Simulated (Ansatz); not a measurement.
# MgHF (built on the sites of a database entry of BaHI): following an unstable mode, part 2 of 2

Which phase does MgHF (built on the sites of a database entry of BaHI) fall into along its unstable mode, and how much energy does it gain?

Ansatz 0.2.0; DFT PBEsol, scalar-relativistic, plane waves, PAW.

So far, highest frequency on the path or at a solved wavevector (cm⁻¹): step 2 (response at finite wavevector) 1415. Also lowest frequency on the path (cm⁻¹): step 2 -221.

The structure was built from a prototype and need not be the compound's stable phase.

**4. The mode frozen in, largest atomic shift 0.32 Å**

The atoms are moved along the unstable eigenvector, the largest shift by 0.32 Å, with the cell fixed.

Input file input.yaml:

```yaml
crystal:
  lattice:
    - [-3.2471482844, -3.2471482844, 0.0]
    - [-3.2471482844, 3.2471482844, 0.0]
    - [0.0, 0.0, -5.0382183931]
  atoms:
    - { symbol: Mg, position: [0.25, 0.7251987886, 0.7756667291] }
    - { symbol: Mg, position: [0.75, 0.2748012114, 0.7756667291] }
    - { symbol: Mg, position: [0.25, 0.2251987886, 0.2243332709] }
    - { symbol: Mg, position: [0.75, 0.7748012114, 0.2243332709] }
    - { symbol: H, position: [0.0, 0.0, 0.9611330039] }
    - { symbol: H, position: [0.5, 0.5, 1.0388669961] }
    - { symbol: H, position: [0.0, 0.5, 1.0388669961] }
    - { symbol: H, position: [0.5, 0.0, 0.9611330039] }
    - { symbol: F, position: [0.75, 0.1803160342, 0.3831138923] }
    - { symbol: F, position: [0.25, 0.8196839658, 0.3831138923] }
    - { symbol: F, position: [0.25, 0.3196839658, 0.6168861077] }
    - { symbol: F, position: [0.75, 0.6803160342, 0.6168861077] }
kpoints:
  mp_grid: { grid: [6, 6, 6] }
hamiltonian:
  xc: pbesol
scf:
  occupations: { method: gaussian, width: 0.02 }
output:
  forces: true
  stress: true
  eigenvalues: true
```

Command:

```console
ansatz run input.yaml --threads 8 --pin off --max-ram 14336MiB --backend cpu --events-out ev --progress --plain --runs-dir out
```

Numbers of over 12 decimals in the logs are rounded to 6 here.

Log:

```text
[...]
Crystal: 12 atoms, lattice volume = 106.246 Å³
Basis set: ecut = 420 eV, 2105 PW (Γ), exchange–correlation on 64×64×72 points (8 copies of the dense FFT grid, shifted against one another)
Bands: 48, of which v1, the nominal top of the filled ones, is band 36 counted from 1 (35 counted from 0)
Symmetry: 8 space group operations
[...]
k-points: 64 of 216
[...]
k-point 0: bands = [... 32 lower, 2.4219, 3.9896, 4.2173, 7.1723, 9.9505, 9.9573, 11.3901, 11.8757, ... 5 higher]
  k-point 1: bands = [... 32 lower, 2.4167, 4.0403, 4.2389, 7.1838, 10.0777, 10.1141, 10.2111, 12.9959, ... 5 higher]
  k-point 2: bands = [... 32 lower, 2.4382, 4.1199, 4.2809, 7.2016, 9.1127, 10.3546, 10.4609, 13.6744, ... 5 higher]
  k-point 63: bands = [... 32 lower, 3.4912, 3.4912, 3.4912, 3.4912, 12.3097, 12.3097, 12.3097, 12.3097, ... 5 higher]
[key lines of the parts left out:]
SCF converged after 7 iterations
Free energy (F): -10921.901444 eV
Fermi energy:    7.938711 eV
P = ⅓ Tr σ = 1.2922 GPa (12.922 kbar)
```

Elapsed: 0.73 s, on 8 threads of AMD EPYC 9R45, shared host; peak memory 0.7 GiB.

Numbers from this step:

```
pressure                         : 1.292 GPa
gap on the k-mesh                : 1.461 eV
energy from the undistorted cell : -43.40 meV/atom
```

The energy, extrapolated to zero smearing, is -43.40 meV/atom against the undistorted cell.

The run ends at a pressure of 1.29 GPa, with forces up to 0.41 eV/Å.

**5. Energy along the mode, all amplitudes (two of the runs are shown above)**

An imaginary frequency means negative curvature, so the energy should fall and then rise again as anharmonic terms take over.

Numbers from this step:

| Property | Result |
| --- | --- |
| depth at the lowest point sampled | 43.40 meV/atom |
| largest atomic shift at that point | 0.32 Å |

The energy from the parent by largest atomic shift:

| largest atomic shift (Å) | energy from the parent (meV/atom) |
| --- | --- |
| 0.000 | 0 |
| 0.040 | -1.07 |
| 0.080 | -4.20 |
| 0.140 | -12.2 |
| 0.220 | -26.9 |
| 0.320 | -43.4 |
| 0.450 | -34.5 |
| 0.600 | 98.4 |

Displacement at unit largest shift by atom:

| atom | x (Å) | y (Å) | z (Å) | size |
| --- | --- | --- | --- | --- |
| Mg1 | 0.252 | -0.252 | 0.000 | 0.356 |
| Mg2 | -0.252 | 0.252 | 0.000 | 0.356 |
| Mg3 | 0.252 | -0.252 | 0.000 | 0.356 |
| Mg4 | -0.252 | 0.252 | 0.000 | 0.356 |
| H5 | 0.000 | 0.000 | 0.612 | 0.612 |
| H6 | 0.000 | 0.000 | -0.612 | 0.612 |
| H7 | 0.000 | 0.000 | -0.612 | 0.612 |
| H8 | 0.000 | 0.000 | 0.612 | 0.612 |
| F9 | 0.707 | -0.707 | 0.000 | 1.000 |
| F10 | -0.707 | 0.707 | 0.000 | 1.000 |
| F11 | -0.707 | 0.707 | 0.000 | 1.000 |
| F12 | 0.707 | -0.707 | 0.000 | 1.000 |

The lowest of the steps tried is at 0.32 Å, 43.4 meV/atom below the parent; the bottom of the well need not coincide with a step.

**6. Relaxation from the frozen mode**

Starting from the lowest point found, all atoms and the cell are let go, so that strain and other modes of the same symmetry can join in.

input.yaml, as its differences from that of step 4:

```diff
@@ -23,3 +23,3 @@
 scf:
-  occupations: { method: gaussian, width: 0.02 }
+  occupations: { method: fixed }
 output:
@@ -28 +28,6 @@
   eigenvalues: true
+relax:
+  adjacent_minimum: "off"
+  f_tol: 0.002
+  max_steps: 120
+  cell: { stress_tol: 0.03 }
```

Log:

```text
[...]
Crystal: 12 atoms, lattice volume = 106.246 Å³
Basis set: ecut = 420 eV, 2105 PW (Γ), exchange–correlation on 64×64×72 points (8 copies of the dense FFT grid, shifted against one another)
Bands: 48, of which v1, the nominal top of the filled ones, is band 36 counted from 1 (35 counted from 0)
Symmetry: 8 space group operations
[...]
k-points: 64 of 216
[...]
SCF iter   1: F=—  HF=-10921.932354 eV  |F-HF|=—  |Δ(HF+E_count)|=         —  Δρ=1.28e-2  dr2=9.85e-2  ethr=1.77e-3  ⟨swp⟩=4.9  Hψ=11211  notcnv=0  defer=591
[...]
SCF iter   7: F=-10921.901444 eV  HF=-10921.901444 eV  |F-HF|=7.44e-10  |Δ(HF+E_count)|=   1.87e-9  Δρ=1.57e-6  dr2=2.82e-9  ethr=1.39e-10  ⟨swp⟩=12.6  Hψ=18324  notcnv=0
SCF 1 converged in 7 iterations: F = -10921.901444 eV  dr2 = 2.82e-9
[...]
relax step   1: F+E_penalty+E_count = -10921.90144356 eV  Δ(F+E_penalty+E_count) = +0.000e0 eV  max|allowed force component| = 2.556e-1 eV/Å  Δτ_max = 0.0000 Å  P = +1.292 GPa  Ω = 106.246 Å³  (7 SCF iters, dr2 threshold 1.00e-7 eV, accepted)
Crystal: 12 atoms, lattice volume = 108.922 Å³
Basis set: ecut = 420 eV, 2135 PW (Γ), exchange–correlation on 64×64×72 points (8 copies of the dense FFT grid, shifted against one another)
[...]
iter 1 solved again at ethr=4.21e-4 eV; its pass at ethr=3.10e-3 eV (dr2=3.03e-1 eV) is discarded
[...]
SCF iter   6: F=-10922.131034 eV  HF=-10922.131034 eV  |F-HF|=2.38e-8  |Δ(HF+E_count)|=   9.34e-7  Δρ=1.77e-5  dr2=3.49e-7  ethr=1.67e-9  ⟨swp⟩=10.4  Hψ=18645  notcnv=0
SCF 2 converged in 6 iterations: F = -10922.131034 eV  dr2 = 3.49e-7
relax step   2: F+E_penalty+E_count = -10922.13103394 eV  Δ(F+E_penalty+E_count) = -2.296e-1 eV  max|allowed force component| = 3.720e-1 eV/Å  Δτ_max = 0.1290 Å  P = -0.355 GPa  Ω = 108.922 Å³  energy of the carried Pulay correction = -9.135e-3 eV  (6 SCF iters, dr2 threshold 1.20e-6 eV, accepted)
Crystal: 12 atoms, lattice volume = 111.855 Å³
Basis set: ecut = 420 eV, 2183 PW (Γ), exchange–correlation on 64×64×72 points (8 copies of the dense FFT grid, shifted against one another)
[...]
SCF iter   6: F=-10922.234021 eV  HF=-10922.234021 eV  |F-HF|=9.13e-9  |Δ(HF+E_count)|=   8.27e-8  Δρ=1.83e-5  dr2=3.87e-7  ethr=1.67e-9  ⟨swp⟩=10.0  Hψ=17980  notcnv=0
SCF 3 converged in 6 iterations: F = -10922.234021 eV  dr2 = 3.87e-7
relax step   3: F+E_penalty+E_count = -10922.23402060 eV  Δ(F+E_penalty+E_count) = -1.030e-1 eV  max|allowed force component| = 2.749e-1 eV/Å  Δτ_max = 0.0864 Å  P = -2.107 GPa  Ω = 111.855 Å³  energy of the carried Pulay correction = -1.889e-2 eV  (6 SCF iters, dr2 threshold 1.20e-6 eV, accepted)
[... from here on, the SCF cycles and remarks between the steps are left out ...]
relax step   4: F+E_penalty+E_count = -10922.29164430 eV  Δ(F+E_penalty+E_count) = -5.762e-2 eV  max|allowed force component| = 2.232e-1 eV/Å  Δτ_max = 0.0246 Å  P = +0.920 GPa  Ω = 109.920 Å³  energy of the carried Pulay correction = -1.248e-2 eV  (5 SCF iters, dr2 threshold 1.20e-6 eV, accepted)
relax step   5: F+E_penalty+E_count = -10922.30470219 eV  Δ(F+E_penalty+E_count) = -1.306e-2 eV  max|allowed force component| = 6.135e-2 eV/Å  Δτ_max = 0.0175 Å  P = +0.171 GPa  Ω = 110.783 Å³  energy of the carried Pulay correction = -1.535e-2 eV  (6 SCF iters, dr2 threshold 1.20e-6 eV, accepted)
relax step   6: F+E_penalty+E_count = -10922.30603298 eV  Δ(F+E_penalty+E_count) = -1.331e-3 eV  max|allowed force component| = 4.165e-2 eV/Å  Δτ_max = 0.0200 Å  P = -0.292 GPa  Ω = 111.574 Å³  energy of the carried Pulay correction = -1.796e-2 eV  (6 SCF iters, dr2 threshold 2.35e-7 eV, accepted)
relax step   7: F+E_penalty+E_count = -10922.30711180 eV  Δ(F+E_penalty+E_count) = -1.079e-3 eV  max|allowed force component| = 8.678e-2 eV/Å  Δτ_max = 0.0122 Å  P = +0.385 GPa  Ω = 110.763 Å³  energy of the carried Pulay correction = -1.529e-2 eV  (6 SCF iters, dr2 threshold 4.89e-7 eV, rejected (line search))
relax step   8: F+E_penalty+E_count = -10922.30801576 eV  Δ(F+E_penalty+E_count) = -1.983e-3 eV  max|allowed force component| = 5.748e-3 eV/Å  Δτ_max = 0.0045 Å  P = -0.063 GPa  Ω = 111.275 Å³  energy of the carried Pulay correction = -1.698e-2 eV  (8 SCF iters, accepted)
relax step   9: F+E_penalty+E_count = -10922.30826907 eV  Δ(F+E_penalty+E_count) = -2.533e-4 eV  max|allowed force component| = 9.762e-4 eV/Å  Δτ_max = 0.0016 Å  P = -0.001 GPa  Ω = 111.219 Å³  energy of the carried Pulay correction = -1.680e-2 eV  (5 SCF iters, dr2 threshold 3.59e-8 eV, accepted)
relax step  10: F+E_penalty+E_count = -10922.36516635 eV  Δ(F+E_penalty+E_count) = -5.690e-2 eV  max|allowed force component| = 3.363e-3 eV/Å  Δτ_max = 0.0000 Å  P = +0.758 GPa  Ω = 111.219 Å³  stress off target by 1.69e0 GPa  SCF on the basis re-selected at this cell (its energy is not comparable with the rows above)  (7 SCF iters)
relax step  11: F+E_penalty+E_count = -10922.36934334 eV  Δ(F+E_penalty+E_count) = -4.177e-3 eV  max|allowed force component| = 9.232e-3 eV/Å  Δτ_max = 0.0131 Å  P = +0.114 GPa  Ω = 112.382 Å³  energy of the carried Pulay correction = -4.030e-3 eV  (5 SCF iters, dr2 threshold 1.20e-6 eV, accepted)
relax step  12: F+E_penalty+E_count = -10922.36919752 eV  Δ(F+E_penalty+E_count) = +1.458e-4 eV  max|allowed force component| = 2.204e-2 eV/Å  Δτ_max = 0.0051 Å  P = +0.118 GPa  Ω = 112.477 Å³  energy of the carried Pulay correction = -4.396e-3 eV  (5 SCF iters, dr2 threshold 1.50e-7 eV, accepted)
relax step  13: F+E_penalty+E_count = -10922.36881356 eV  Δ(F+E_penalty+E_count) = +3.840e-4 eV  max|allowed force component| = 4.831e-3 eV/Å  Δτ_max = 0.0015 Å  P = -0.026 GPa  Ω = 112.622 Å³  energy of the carried Pulay correction = -4.911e-3 eV  (5 SCF iters, dr2 threshold 1.28e-7 eV, accepted)
relax step  14: F+E_penalty+E_count = -10922.36897661 eV  Δ(F+E_penalty+E_count) = -1.630e-4 eV  max|allowed force component| = 2.061e-3 eV/Å  Δτ_max = 0.0011 Å  P = -0.005 GPa  Ω = 112.579 Å³  energy of the carried Pulay correction = -4.757e-3 eV  (5 SCF iters, dr2 threshold 6.29e-9 eV, accepted)
relax step  15: F+E_penalty+E_count = -10922.36887876 eV  Δ(F+E_penalty+E_count) = +9.785e-5 eV  max|allowed force component| = 2.564e-3 eV/Å  Δτ_max = 0.0008 Å  P = -0.008 GPa  Ω = 112.607 Å³  energy of the carried Pulay correction = -4.859e-3 eV  (6 SCF iters, dr2 threshold 2.66e-10 eV, accepted)
relax step  16: F+E_penalty+E_count = -10922.36894024 eV  Δ(F+E_penalty+E_count) = -6.148e-5 eV  max|allowed force component| = 7.272e-4 eV/Å  Δτ_max = 0.0003 Å  P = -0.000 GPa  Ω = 112.591 Å³  energy of the carried Pulay correction = -4.800e-3 eV  (5 SCF iters, dr2 threshold 4.11e-10 eV, accepted)
relax step  17: F+E_penalty+E_count = -10922.37417066 eV  Δ(F+E_penalty+E_count) = -5.230e-3 eV  max|allowed force component| = 5.128e-4 eV/Å  Δτ_max = 0.0000 Å  P = +0.024 GPa  Ω = 112.591 Å³  stress off target by 8.83e-2 GPa  SCF on the basis re-selected at this cell (its energy is not comparable with the rows above)  (6 SCF iters)
relax step  18: F+E_penalty+E_count = -10922.37400589 eV  Δ(F+E_penalty+E_count) = +1.648e-4 eV  max|allowed force component| = 3.931e-4 eV/Å  Δτ_max = 0.0009 Å  P = +0.002 GPa  Ω = 112.654 Å³  energy of the carried Pulay correction = -2.181e-4 eV  (5 SCF iters, dr2 threshold 1.95e-8 eV, accepted)
[...]
SCF iter   5: F=-10922.374233 eV  HF=-10922.374233 eV  |F-HF|=7.28e-12  |Δ(HF+E_count)|=  1.58e-10  Δρ=1.21e-7  dr2=1.92e-11  ethr=1.00e-12  ⟨swp⟩=12.7  Hψ=17919  notcnv=0
SCF 19 converged in 5 iterations: F = -10922.374233 eV  dr2 = 1.92e-11
relax step  19: F+E_penalty+E_count = -10922.37423316 eV  Δ(F+E_penalty+E_count) = -2.273e-4 eV  max|allowed force component| = 3.934e-4 eV/Å  Δτ_max = 0.0000 Å  P = +0.003 GPa  Ω = 112.654 Å³  stress off target by 8.05e-3 GPa  SCF on the basis re-selected at this cell (its energy is not comparable with the rows above)  (5 SCF iters)
[...]
SCF converged after 5 iterations
Free energy (F): -10922.374233 eV
[...]
Internal energy: -10922.374233 eV  (E = F + TS)
E sigma→0 (E₀):  -10922.374233 eV
Fermi energy:    6.031729 eV
[...]
--- Forces (eV/Å), atoms counted from 1 ---
  atom   1  Mg     0.00039335    -0.00039335    -0.00006671
  atom   2  Mg    -0.00039335     0.00039335    -0.00006671
  atom   3  Mg     0.00039335    -0.00039335     0.00006671
  atom   4  Mg    -0.00039335     0.00039335     0.00006671
  atom   5  H      0.00000000     0.00000000    -0.00018309
  atom   6  H      0.00000000    -0.00000000     0.00018309
  atom   7  H      0.00000000    -0.00000000     0.00018309
  atom   8  H      0.00000000     0.00000000    -0.00018309
  atom   9  F     -0.00000150     0.00000150     0.00013241
  atom  10  F      0.00000150    -0.00000150     0.00013241
  atom  11  F      0.00000150    -0.00000150    -0.00013241
  atom  12  F     -0.00000150     0.00000150    -0.00013241
  max |Σ_I F_I| component: 1.02e-19 eV/Å
--- Stress (GPa, compression-positive) ---
        0.007588      -0.000466       0.000000
       -0.000466       0.007588       0.000000
        0.000000       0.000000      -0.006582
  P = ⅓ Tr σ = 0.0029 GPa (0.029 kbar)
--- Band table (eV; the first three rows and the last of 64) ---
  k-point 0: bands = [... 32 lower, 2.0144, 2.8343, 3.7783, 6.0317, 8.4634, 9.2103, 11.5880, 11.9915, ... 8 higher]
  k-point 1: bands = [... 32 lower, 2.0101, 2.9093, 3.7055, 6.0081, 8.5602, 9.3943, 10.2147, 12.8799, ... 8 higher]
  k-point 2: bands = [... 32 lower, 2.0011, 3.0203, 3.5748, 5.9523, 8.7564, 8.9884, 9.8014, 12.8283, ... 8 higher]
  k-point 63: bands = [... 32 lower, 2.9922, 2.9922, 2.9922, 2.9922, 11.6182, 11.6182, 11.6182, 11.6182, ... 8 higher]
--- Relaxed structure (16 steps of the walk, 15 accepted, 3 SCFs on fresh bases) ---
  F+E_penalty+E_count = -10922.37423316 eV   max|allowed force component| = 3.934e-4 eV/Å   (the final SCF, on the basis selected at the relaxed cell)
  cell:  # Å, volume = 112.6542 Å³
    - [-3.331378, -3.331378, 0.0]
    - [-3.548865, 3.548865, 0.0]
    - [0.0, 0.0, -4.764354]
  atoms:
    - { symbol: Mg, position: [0.250000, 0.719490, 0.778667] }
    - { symbol: Mg, position: [0.75, 0.280510, 0.778667] }
    - { symbol: Mg, position: [0.25, 0.219490, 0.221333] }
    - { symbol: Mg, position: [0.750000, 0.780510, 0.221333] }
    - { symbol: H, position: [-2.1190073172570936e-19, -5.148396522560226e-19, 0.946994] }
    - { symbol: H, position: [0.500000, 0.5, 1.053006] }
    - { symbol: H, position: [0.0, 0.5, 1.053006] }
    - { symbol: H, position: [0.500000, 0.0, 0.946994] }
    - { symbol: F, position: [0.75, 0.134408, 0.400433] }
    - { symbol: F, position: [0.250000, 0.865592, 0.400433] }
    - { symbol: F, position: [0.250000, 0.365592, 0.599567] }
    - { symbol: F, position: [0.750000, 0.634408, 0.599567] }
```

It took 14 s on 8 threads; peak memory 0.76 GiB.

The steps of the relaxation:

| step | energy less that of the first step (eV) | largest force component (eV/Å) | pressure (GPa) | volume (Å³) |
| --- | --- | --- | --- | --- |
| 1 | 0.0000 | 0.2556 | 1.29 | 106.25 |
| 2 | -0.2296 | 0.3720 | -0.35 | 108.92 |
| 3 | -0.3326 | 0.2749 | -2.11 | 111.86 |
| 4 | -0.3902 | 0.2232 | 0.92 | 109.92 |
| 5 | -0.4033 | 0.0614 | 0.17 | 110.78 |
| 6 | -0.4046 | 0.0417 | -0.29 | 111.57 |
| 7 | -0.4057 | 0.0868 | 0.39 | 110.76 |
| 8 | -0.4066 | 0.0057 | -0.06 | 111.27 |
| 9 | -0.4068 | 0.0010 | 0.00 | 111.22 |
| 10* | -0.4637 | 0.0034 | 0.76 | 111.22 |
| 11 | -0.4679 | 0.0092 | 0.11 | 112.38 |
| 12 | -0.4678 | 0.0220 | 0.12 | 112.48 |
| 13 | -0.4674 | 0.0048 | -0.03 | 112.62 |
| 14 | -0.4675 | 0.0021 | -0.01 | 112.58 |
| 15 | -0.4674 | 0.0026 | -0.01 | 112.61 |
| 16 | -0.4675 | 0.0007 | 0.00 | 112.59 |
| 17* | -0.4727 | 0.0005 | 0.02 | 112.59 |
| 18 | -0.4726 | 0.0004 | 0.00 | 112.65 |
| 19* | -0.4728 | 0.0004 | 0.00 | 112.65 |

Relaxation steps marked * repeat the geometry before them on a plane-wave basis chosen anew for their cell, so energy and pressure can jump there. Relaxation step 7 was tried and not accepted.

The run keeps the 8 symmetry operations that it works with, so distortions that break them were not tested.

| cell as run | before | after | change |
| --- | --- | --- | --- |
| a (Å) | 4.592 | 4.711 | +2.6 % |
| b (Å) | 4.592 | 5.019 | +9.3 % |
| c (Å) | 5.038 | 4.764 | -5.4 % |
| volume (Å³/atom) | 8.85 | 9.39 | +6.0 % |

The atoms that moved most (Å, as changes of fractional coordinates times the final cell):

| atom | dx | dy | dz | length |
| --- | --- | --- | --- | --- |
| F10 | -0.163 | 0.163 | -0.083 | 0.245 |
| F9 | 0.163 | -0.163 | -0.083 | 0.245 |
| F11 | -0.163 | 0.163 | 0.083 | 0.245 |
| F12 | 0.163 | -0.163 | 0.083 | 0.245 |
| H6 | 0.000 | 0.000 | -0.067 | 0.067 |
| H5 | 0.000 | 0.000 | 0.067 | 0.067 |
| H8 | 0.000 | 0.000 | 0.067 | 0.067 |
| H7 | 0.000 | 0.000 | -0.067 | 0.067 |

The relaxed structure:

```xyz
12
Lattice="-3.3314 -3.3314 0.0000 -3.5489 3.5489 0.0000 0.0000 0.0000 -4.7644" Properties=species:S:1:pos:R:3 pbc="T T T"
Mg   -3.3862    1.7205   -3.7098
Mg   -3.4940   -1.5030   -3.7098
Mg   -1.6118   -0.0539   -1.0545
Mg   -5.2685    0.2714   -1.0545
H     0.0000    0.0000   -4.5118
H    -3.4401    0.1087   -5.0169
H    -1.7744    1.7744   -5.0169
H    -1.6657   -1.6657   -4.5118
F    -2.9755   -2.0215   -1.9078
F    -3.9047    2.2390   -1.9078
F    -2.1303    0.4646   -2.8565
F    -4.7500   -0.2471   -2.8565
```

This step gave:

```
pressure          : 0.002865 GPa
gap on the k-mesh : 2.395 eV
volume per atom   : 9.388 Å³
```

The distorted start has space group Pbcm; the relaxation ends in Pbcm.

**7. Summary of results**

```yaml
unstable_mode_of_the_parent: q = (-0.5, -0.5, 0), 221i cm⁻¹
depth_at_the_lowest_point_sampled: 43.4 meV/atom
largest_atomic_shift_at_that_point: 0.32 Å
space_group_reached_within_0p01_a: Pbcm
energy_gained_over_the_parent_first_relaxation_on_the_mesh_of_the_frozen_mode: 82.8 meV/atom
volume_per_atom_phase_reached: 9.39 Å³
gap_on_the_k_mesh_phase_reached: 2.39 eV
```

Along this mode the structure falls into Pbcm, 82.8 meV/atom below the parent. At the parent's cell the well is 43.40 meV/atom deep on the steps tried, with its lowest point at a shift of 0.32 Å. Relaxing atoms and cell changes the gain by +39.40 meV/atom against the lowest step (energies at zero smearing). The modes of the phase reached were not computed on this path. Of the 6 patterns followed to their end from this parent, this one reaches the lowest energy. Each path keeps the symmetry of its pattern, so a lower phase may lie along a pattern not tried. The program warns that the interpolation holds no quadrupole term, so branches close to Γ can be off in this crystal. The starting cell was built on a prototype and not taken from a measurement, so the phase need not exist.

[Logs are printed without paths, hosts, clocks, repeated set-up lines and the standing remarks that a program may print on its own settings, such as how far it seeks lower states.]

[Hosts, paths, dates, database ids (printed as entryN), source tags and the programs' standing remarks are cut or masked in the printed files.]
